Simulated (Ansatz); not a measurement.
# How many bands does the GW gap of BaTiO3 (R3m) need?

Aim: see how the G0W0 gap of BaTiO3 (R3m) on LDA moves with empty bands and screening cutoff, and what each rung costs.

Main program and level: Ansatz 0.2.0; G0W0 on LDA, plane waves, PAW.

## (1) The starting structure

Symmetry: R3m, No. 160, trigonal system. The conventional cell has a = 5.655 Å, b = 5.655 Å, c = 6.955 Å, α = 90.00°, β = 90.00°, γ = 120.00°. Nearest to Ba lie 12 O at 2.79 to 2.89 Å. Ti has 6 O at 1.87 to 2.14 Å nearest. O has 2 Ti at 1.87 to 2.14 Å and 4 Ba at 2.79 to 2.89 Å nearest. Farther neighbours and most contacts between anions are not listed.

The cell and positions come from the Crystallography Open Database and are kept as given unless a step says otherwise. Spin-orbit coupling is left out unless a step names it.

## (2) 168 empty bands, screening to 110 eV

G0W0 replaces the xc potential by the self-energy, built once from these orbitals. Only a window of levels is corrected, while the sums run over the empty bands that the input names. This step takes hard PAW files.

input.yaml

```yaml
crystal:
  lattice:
    - [2.8273666084, 1.6323808724, 2.3183934932]
    - [-2.8273666084, 1.6323808724, 2.3183934932]
    - [0.0, -3.2647617449, 2.3183934932]
  atoms:
    - { symbol: Ba, position: [0.0, 0.0, 0.0] }
    - { symbol: Ti, position: [0.4845, 0.4845, 0.4845] }
    - { symbol: O, position: [0.5086, 0.5086, 0.0175] }
    - { symbol: O, position: [0.0175, 0.5086, 0.5086] }
    - { symbol: O, position: [0.5086, 0.0175, 0.5086] }
kpoints:
  mp_grid: { grid: [6, 6, 6] }
hamiltonian:
  xc: lda
  pseudopotentials: { kind: paw, source: ansatz }
scf:
  occupations: { method: fixed }
gw:
  n_empty_bands: 168
  ecut_chi: 110.0
  qp_bands: [v2, c2]
  qp_kpoints: band_edges
  screening: { model: contour_deformation }
```

Started as:

```bash
> ansatz run input.yaml --threads 4 --pin off --max-ram 138240MiB --backend cuda --events-out ev --progress --plain --runs-dir out --devices 1 --max-vram 26GiB
```

Numbers of over 12 decimals in the logs are rounded to 6 here.

The log of the run:

```text
GPUs: using 1 of 1 available (devices: 1).
Engine: ansatz 0.2.0, x86_64-unknown-linux-gnu
Pseudopotentials: kind: paw
Pseudopotential: Ba, paw, valence charge 10, recommended cutoff 300 eV (normal), Ba.paw.azcp
Pseudopotential: Ti, paw, valence charge 12, recommended cutoff 740 eV (normal), Ti.paw.azcp
Pseudopotential: O, paw, valence charge 6, recommended cutoff 930 eV (normal), O.paw.azcp
Functional definition: SPW92
  exchange = slater_x
  correlation = pw_c
device memory: the entry about to start is reckoned to put 1.9 GiB on a device that reports 31.7 GiB free (of which the cap on the GPU budget leaves the run 26.0 GiB)
GPU FFT provider: cuFFT
GPU libraries: cuBLAS 13.8.2, cuFFT 12.4.0, cuSOLVER 12.3.4
Crystal: 5 atoms, lattice volume = 64.201 Å³
Basis set: ecut = 930 eV, 4103 PW (Γ)
Bands: 25, of which v1, the nominal top of the filled ones, is band 20 counted from 1 (19 counted from 0)
Symmetry: 6 space group operations
Space group: R3m (ITA 160), of the structure as read, at distance tolerance 4.0e-5 Å
k-points: 32 of 216 (time reversal used)
Non-local potential: Ba, projectors of the file, l = 0: 3, l = 1: 2, l = 2: 2, l = 3: 2
Non-local potential: Ti, projectors of the file, l = 0: 2, l = 1: 2, l = 2: 2, l = 3: 1
Non-local potential: O, projectors of the file, l = 0: 2, l = 1: 2, l = 2: 1
PAW form: soft (Blöchl's): semilocal exchange-correlation on the pseudo side does not see the compensation charge
PAW frozen core: Ba, regenerated for the run's functional, and the local potential with it (the file was generated under x = pbe(κ = 0.804, μ = 0.219515), c = pbe(β = 0.066725))
PAW frozen core: Ti, regenerated for the run's functional, and the local potential with it (the file was generated under x = pbe(κ = 0.804, μ = 0.219515), c = pbe(β = 0.066725))
PAW frozen core: O, regenerated for the run's functional, and the local potential with it (the file was generated under x = pbe(κ = 0.804, μ = 0.219515), c = pbe(β = 0.066725))
PAW one-centre angular grid: Ba, 194 points (default); XC on 64 Gauss nodes
PAW one-centre angular grid: Ti, 590 points (default); XC on 64 Gauss nodes
PAW one-centre angular grid: O, 110 points (default); XC on 64 Gauss nodes
Initial density: superposition of atomic densities (chi_scale 0.1, normalization cell, long waves kept (reshape's long-wave potential 0.00 eV rms))
Initial wavefunctions: pseudopotential atomic-orbital guess
GPU buffer pool allocated for 91125 grid points (all kernels)
GPU transforms: local potential and band sums: pruned to the plane-wave sphere, on 45×45×45
Functional: x = slater, c = lda
SCF iter   1: F=—  HF=-9892.358652 eV  |F-HF|=—  |Δ(HF+E_count)|=         —  Δρ=8.80e-2  dr2=6.35e0  ethr=3.10e-3  ⟨swp⟩=4.1  Hψ=3192  notcnv=0  defer=45
preconditioner: auto → Resta (q_TF=auto, 2.521 Å⁻¹)  ε∞=4.6  [insulator: Δε(μ)=4.134 eV  Ē_g=13.804 eV  n_scr=18 (ndim 8)  ℏωp=26.2 eV  f_vac=0.002  ε∞_Penn≈4.6]
SCF iter   2: F=—  HF=-9890.684337 eV  |F-HF|=—  |Δ(HF+E_count)|=    1.67e0  Δρ=4.96e-2  dr2=9.21e-1  ethr=3.10e-3  ⟨swp⟩=3.5  Hψ=1938  notcnv=0  defer=67
SCF iter   3: F=—  HF=-9890.457148 eV  |F-HF|=—  |Δ(HF+E_count)|=   2.27e-1  Δρ=2.08e-2  dr2=2.93e-1  ethr=2.30e-3  ⟨swp⟩=2.2  Hψ=1205  notcnv=0  defer=65
SCF iter   4: F=—  HF=-9890.385255 eV  |F-HF|=—  |Δ(HF+E_count)|=   7.19e-2  Δρ=8.47e-3  dr2=3.74e-2  ethr=7.32e-4  ⟨swp⟩=2.6  Hψ=1378  notcnv=0  defer=68
SCF iter   5: F=—  HF=-9890.378036 eV  |F-HF|=—  |Δ(HF+E_count)|=   7.22e-3  Δρ=3.36e-3  dr2=9.54e-3  ethr=9.36e-5  ⟨swp⟩=3.0  Hψ=1567  notcnv=0  defer=93
SCF iter   6: F=—  HF=-9890.376346 eV  |F-HF|=—  |Δ(HF+E_count)|=   1.69e-3  Δρ=9.03e-4  dr2=6.42e-4  ethr=2.38e-5  ⟨swp⟩=3.0  Hψ=1167  notcnv=0  defer=93
SCF iter   7: F=—  HF=-9890.376289 eV  |F-HF|=—  |Δ(HF+E_count)|=   5.65e-5  Δρ=6.93e-4  dr2=3.96e-4  ethr=1.61e-6  ⟨swp⟩=1.0  Hψ=768  notcnv=0  defer=87
SCF iter   8: F=—  HF=-9890.376222 eV  |F-HF|=—  |Δ(HF+E_count)|=   6.72e-5  Δρ=2.60e-4  dr2=5.65e-5  ethr=9.89e-7  ⟨swp⟩=2.0  Hψ=1050  notcnv=0  defer=71
SCF iter   9: F=—  HF=-9890.376212 eV  |F-HF|=—  |Δ(HF+E_count)|=   1.04e-5  Δρ=2.62e-5  dr2=5.98e-7  ethr=1.41e-7  ⟨swp⟩=1.2  Hψ=813  notcnv=0  defer=34
SCF iter  10: F=-9890.376212 eV  HF=-9890.376212 eV  |F-HF|=1.46e-9  |Δ(HF+E_count)|=   5.30e-9  Δρ=2.58e-6  dr2=2.01e-9  ethr=2.50e-10  ⟨swp⟩=10.2  Hψ=3318  notcnv=0
SCF 1 converged in 10 iterations: F = -9890.376212 eV  dr2 = 2.01e-9
  greatest PAW one-centre occupation: 0.927 electrons in one spin orbital (limit 2), on the Ti atom at site 1 (counted from 0), in its partial waves of l = 0
device memory: the entry about to start is reckoned to put 1.8 GiB (of the 2.1 GiB reckoned in all, the device holds 0.3 GiB already) on a device that reports 31.4 GiB free (of which the cap on the GPU budget leaves the run 25.8 GiB)
NSCF: frozen V_eff on 32 k-points, pencils in batches of 32, up to order 100
the band table was solved once the SCF had ended and its energy, with any forces and stress, was formed, with the checks that follow a solve (3697 applications of the Hamiltonian). They found nothing against the state; the energy, forces and stress were not computed again (output.eigenvalues in the input reference)
device memory: the entry about to start is reckoned to put 6.4 GiB on a device that reports 31.7 GiB free (of which the cap on the GPU budget leaves the run 26.0 GiB)
NSCF: frozen V_eff on 32 k-points
G₀W₀ screening: q 1/32
[... further progress lines ...]
device memory: the entry about to start is reckoned to put 0.7 GiB on a device that reports 31.6 GiB free (of which the cap on the GPU budget leaves the run 26.0 GiB)
NSCF: frozen V_eff on 1 k-points
device memory: the entry about to start is reckoned to put 0.7 GiB on a device that reports 31.6 GiB free (of which the cap on the GPU budget leaves the run 26.0 GiB)
NSCF: frozen V_eff on 1 k-points
device memory: the entry about to start is reckoned to put 0.6 GiB on a device that reports 31.6 GiB free (of which the cap on the GPU budget leaves the run 26.0 GiB)
NSCF: frozen V_eff on 1 k-points
SCF converged after 10 iterations
Free energy (F): -9890.376212 eV
Harris-Foulkes:  -9890.376212 eV  (|F-HF|=1.46e-9)
Internal energy: -9890.376212 eV  (E = F + TS)
E sigma→0 (E₀):  -9890.376212 eV
Fermi energy:    9.874652 eV
--- Per-component energies (eV) ---
  E_band       = -148.992157
  E_kinetic    = 1422.520976
  E_local      = -3022.581136  (includes V_loc(G=0)·N_el)
  E_nonlocal   = 658.119775
  E_hartree    = 840.047865
  E_xc         = -816.675884
  E_vxc        = -778.293190  (∫ρ·V_xc dr)
  E_paw        = -6163.491852  (= ΣΔE_a)
  E_vpaw       = -108.854822  (= ΣTr[D̂ρ^β])
  E_aug_tail   = 0.000048  (compensation charges beyond the density's cutoff)
  E_ewald      = -2809.213684
  E_core_change = 0.897681  (= ΣΔE_core)
  E_smearing   = -0.000000  (= −TS)
  E_closure    = -0.000000  (closes the sum)
  Σ components = -9890.376212   (vs F -9890.376212, Δ=0.00e0)
--- Band table (eV; the first three rows and the last of 32) ---
  k-point 0: bands = [... 16 lower, 8.7711, 9.3731, 9.5172, 9.5172, 12.2221, 12.2221, 12.3773, 14.4464, ... 1 higher]
  k-point 1: bands = [... 16 lower, 8.6021, 8.9644, 9.3973, 9.4104, 12.2724, 12.6078, 12.6344, 14.4429, ... 1 higher]
  k-point 2: bands = [... 16 lower, 8.2995, 8.4133, 9.0809, 9.1792, 12.3465, 13.2977, 13.3934, 14.4285, ... 1 higher]
  k-point 31: bands = [... 16 lower, 7.5833, 9.8602, 9.8602, 9.8747, 14.2304, 14.3803, 14.3803, 16.5267, ... 1 higher]
--- G₀W₀: contour deformation, 6 samples at zero and on the imaginary axis and 2 off it, 216 q-points, 168 empty bands' worth ---
  eigenvalues of the whole cell's RPA ε∞ on this k-mesh (on a slab, of 1 + 4πα/V) = 5.3913, 5.8728, 5.8728; static W/v taken at q = 0 is 0.175232
  bands read: the sum over 188 bands ends inside a degenerate multiplet in 1 slot, whose members it reads at an even weight; the widest, k=0: bands 188 to 189 (counted from 1) at 1/2 each
  gw.qp_kpoints: band_edges: 26 of 32 stored k-points solved, in 1 pass; an edge of the gap read off the rows below is read off those points alone
    valence top: of the k-points left out ik 13 came nearest to being solved in a further pass, in band 19 (counted from 1, as in the quasiparticle table): it holds the edge there only if its correction is more favourable than any solved in that band by at least 0.620 eV; those differ by 0.130 eV
    conduction bottom: of the k-points left out ik 21 came nearest to being solved in a further pass, in band 21 (counted from 1, as in the quasiparticle table): it holds the edge there only if its correction is more favourable than any solved in that band by at least 0.606 eV; those differ by 0.061 eV
  `?` marks the rows in doubt; gw_qp.tsv's column doubts and the gw_qp event give each row's grounds
    ik  band        ε_KS         Σx   Σc(E_QP)       V_xc       Z   E_QP_lin       E_QP  E_QP is
     0    19      9.5172   -25.7262     4.1907   -21.4266  0.7332     9.4081     9.4083  root
     0    20      9.5172   -25.7262     4.1907   -21.4266  0.7332     9.4081     9.4083  root
     0    21     12.2221   -13.0408    -6.0151   -20.6325  0.7445    13.8449    13.7986  root
     0    22     12.2221   -13.0408    -6.0151   -20.6325  0.7445    13.8449    13.7986  root
     1    19      9.3973   -25.7131     4.2580   -21.3337  0.7320     9.2756     9.2758  root
     1    20      9.4104   -25.3406     4.1240   -21.1009  0.7322     9.2945     9.2947  root
     1    21     12.2724   -13.1885    -6.0152   -20.7781  0.7433    13.8936    13.8468  root
     1    22     12.6078   -13.6094    -6.1571   -21.3525  0.7354    14.2468    14.1938  root
     2    19      9.0809   -25.1617     4.1209   -20.9159  0.7297     8.9558     8.9560  root
     2    20      9.1792   -25.7696     4.4121   -21.2061  0.7303     9.0274     9.0278  root
     2    21     12.3465   -13.2984    -6.1479   -21.0438  0.7403    13.9941    13.9440  root
     2    22     13.2977   -14.3210    -6.5777   -22.5092  0.7170    14.9759    14.9082  root
     3    19      8.9402   -25.2664     4.2209   -20.9022  0.7287     8.7966     8.7970  root
     3    20      9.0809   -25.8451     4.5022   -21.1743  0.7297     8.9118     8.9123  root
     3    21     12.3801   -13.3456    -6.2312   -21.1893  0.7387    14.0448    13.9926  root
     3    22     13.6715   -14.6329    -6.8796   -23.1318  0.7053    15.3692    15.2907  root
     4    19      9.2748   -25.3852     4.2043   -21.0502  0.7319     9.1438     9.1440  root
     4    20      9.3720   -25.5343     4.3966   -20.9796  0.7283     9.2135     9.2139  root
     4    21     12.5862   -13.4692    -6.2216   -21.2803  0.7365    14.2289    14.1758  root
     4    22     12.6629   -13.7325    -6.1942   -21.5254  0.7333    14.3167    14.2616  root
     5    19      9.0182   -25.2487     4.4118   -20.6614  0.7279     8.8420     8.8426  root
     5    20      9.2152   -25.2483     4.4672   -20.5983  0.7254     9.0317     9.0324  root
     5    21     12.6649   -13.6433    -6.3194   -21.5752  0.7332    14.3342    14.2774  root
     5    22     13.3367   -14.2084    -6.6828   -22.5103  0.7164    15.0253    14.9558  root
[...]
29    22     14.2006   -14.6655    -7.3572   -23.6481  0.6924    15.9214    15.8259  root
    30    19      9.5437   -25.2677     4.6663   -20.4058  0.7240     9.3473     9.3480  root
    30    20      9.6613   -25.4422     4.6713   -20.5969  0.7239     9.4867     9.4872  root
    30    21     13.8670   -14.4657    -7.1023   -23.1897  0.7023    15.5721    15.4888  root
    30    22     14.0698   -14.3588    -7.3241   -23.3091  0.6969    15.7871    15.6960  root
    31    19      9.8602   -25.7254     4.6804   -20.8869  0.7254     9.7017     9.7021  root
    31    20      9.8747   -25.7490     4.6904   -20.9005  0.7255     9.7161     9.7165  root
    31    21     14.2304   -14.5891    -7.4934   -23.7007  0.6893    15.9458    15.8486  root
    31    22     14.3803   -14.6902    -7.5817   -23.8989  0.6861    16.1099    16.0073  root ?
```

The job ended after 72 s (1 × NVIDIA H100 80GB HBM3 (shared by 3 runs) with 4 threads of AMD EPYC 7R13 (Zen 3), shared host; peak memory 1.7 GiB; 2.1 min of CPU time).

Numbers from this step:

```
bands summed                                 : 188
RPA ε∞ on this mesh (eigenvalues)            : 5.391, 5.873, 5.873
plane waves in the screening matrix          : 171
q-points in the mesh                         : 216
G0W0 gap on the mesh                         : 4.082 eV
k of the valence top                         : -0.5, -0.5, -0.5
k of the conduction bottom                   : 0, 0, 0
starting gap on the mesh                     : 2.347 eV
Z at the valence top                         : 0.7255
Z at the conduction bottom                   : 0.7445
least direct G0W0 gap on the computed points : 4.390 eV
```

The gap on the mesh goes from 2.35 eV to 4.08 eV, a correction of +1.73 eV. Between the two edge states, bare exchange in place of the xc potential would open the gap by 12.44 eV, and correlation takes back 10.71 eV.

## (3) 381 empty bands, screening to 190 eV

Bands and screening cutoff are moved together, since each hides the error of the other.

input.yaml, as its differences from that of step 2:

```diff
@@ -19,4 +19,4 @@
 gw:
-  n_empty_bands: 168
-  ecut_chi: 110.0
+  n_empty_bands: 381
+  ecut_chi: 190.0
   qp_bands: [v2, c2]
```

The log of the run:

```text
GPUs: using 1 of 1 available (devices: 1).
[...]
GPU FFT provider: cuFFT
GPU libraries: cuBLAS 13.8.2, cuFFT 12.4.0, cuSOLVER 12.3.4
Crystal: 5 atoms, lattice volume = 64.201 Å³
Basis set: ecut = 930 eV, 4103 PW (Γ)
Bands: 25, of which v1, the nominal top of the filled ones, is band 20 counted from 1 (19 counted from 0)
Symmetry: 6 space group operations
[...]
k-points: 32 of 216 (time reversal used)
[...]
GPU buffer pool allocated for 91125 grid points (all kernels)
[...]
SCF iter   1: F=—  HF=-9892.358652 eV  |F-HF|=—  |Δ(HF+E_count)|=         —  Δρ=8.80e-2  dr2=6.35e0  ethr=3.10e-3  ⟨swp⟩=4.1  Hψ=3192  notcnv=0  defer=45
[...]
SCF iter  10: F=-9890.376212 eV  HF=-9890.376212 eV  |F-HF|=1.46e-9  |Δ(HF+E_count)|=   5.30e-9  Δρ=2.58e-6  dr2=2.01e-9  ethr=2.50e-10  ⟨swp⟩=10.2  Hψ=3318  notcnv=0
SCF 1 converged in 10 iterations: F = -9890.376212 eV  dr2 = 2.01e-9
[...]
NSCF: frozen V_eff on 32 k-points, pencils in batches of 32, up to order 100
[...]
NSCF: frozen V_eff on 32 k-points
G₀W₀ screening: q 1/32
[... further progress lines ...]
[...]
SCF converged after 10 iterations
Free energy (F): -9890.376212 eV
[...]
Internal energy: -9890.376212 eV  (E = F + TS)
E sigma→0 (E₀):  -9890.376212 eV
Fermi energy:    9.874652 eV
[...]
--- Band table (eV; the first three rows and the last of 32) ---
  k-point 0: bands = [... 16 lower, 8.7711, 9.3731, 9.5172, 9.5172, 12.2221, 12.2221, 12.3773, 14.4464, ... 1 higher]
  k-point 1: bands = [... 16 lower, 8.6021, 8.9644, 9.3973, 9.4104, 12.2724, 12.6078, 12.6344, 14.4429, ... 1 higher]
  k-point 2: bands = [... 16 lower, 8.2995, 8.4133, 9.0809, 9.1792, 12.3465, 13.2977, 13.3934, 14.4285, ... 1 higher]
  k-point 31: bands = [... 16 lower, 7.5833, 9.8602, 9.8602, 9.8747, 14.2304, 14.3803, 14.3803, 16.5267, ... 1 higher]
[...]
0    19      9.5172   -25.7262     3.8805   -21.4266  0.7282     9.0950     9.0981  root
     0    20      9.5172   -25.7262     3.8805   -21.4266  0.7282     9.0950     9.0981  root
     0    21     12.2221   -13.0408    -6.2771   -20.6325  0.7412    13.5672    13.5367  root
     0    22     12.2221   -13.0408    -6.2771   -20.6325  0.7412    13.5672    13.5367  root
     1    19      9.3973   -25.7131     3.9511   -21.3337  0.7271     8.9657     8.9690  root
     1    20      9.4104   -25.3406     3.8239   -21.1009  0.7273     8.9915     8.9946  root
     1    21     12.2724   -13.1885    -6.2795   -20.7781  0.7399    13.6132    13.5825  root
     1    22     12.6078   -13.6094    -6.4288   -21.3525  0.7318    13.9561    13.9221  root
[...]
31    19      9.8602   -25.7254     4.3849   -20.8869  0.7201     9.4027     9.4066  root
    31    20      9.8747   -25.7490     4.3942   -20.9005  0.7201     9.4165     9.4204  root
    31    21     14.2304   -14.5891    -7.7889   -23.7007  0.6846    15.6144    15.5531  root
    31    22     14.3803   -14.6902    -7.8811   -23.8989  0.6813    15.7722    15.7078  root
```

Wall time 2 min (1 × NVIDIA H100 80GB HBM3 (shared by 3 runs) with 4 threads); peak memory 3 GiB.

Numbers from this step:

```
bands summed                                 : 401
RPA ε∞ on this mesh (eigenvalues)            : 5.373, 5.851, 5.851
plane waves in the screening matrix          : 389
q-points in the mesh                         : 216
G0W0 gap on the mesh                         : 4.116 eV
k of the valence top                         : -0.5, -0.5, -0.5
k of the conduction bottom                   : 0, 0, 0
starting gap on the mesh                     : 2.347 eV
Z at the valence top                         : 0.7201
Z at the conduction bottom                   : 0.7412
least direct G0W0 gap on the computed points : 4.439 eV
```

Against the run with 6×6×6 mesh, 168 empty bands, screening to 110 eV, hard PAW files, the gap moves by +0.03 eV.

[end of part 1 of 2]

[Paths, hosts, dates, memory and timing lines, banners, echoed tables and standing remarks are left out of the program output.]

[Logs are printed without paths, hosts, clocks, repeated set-up lines and the standing remarks that a program may print on its own settings, such as how far it seeks lower states.]

[Runs of the session that timed out or met a known fault of the program may be left out.]

[Cells called generated may have been cut or substituted from an entry of the Crystallography Open Database or the Materials Project.]

[Hosts, paths, dates, database ids (printed as entryN), source tags and the programs' standing remarks are cut or masked in the printed files.]
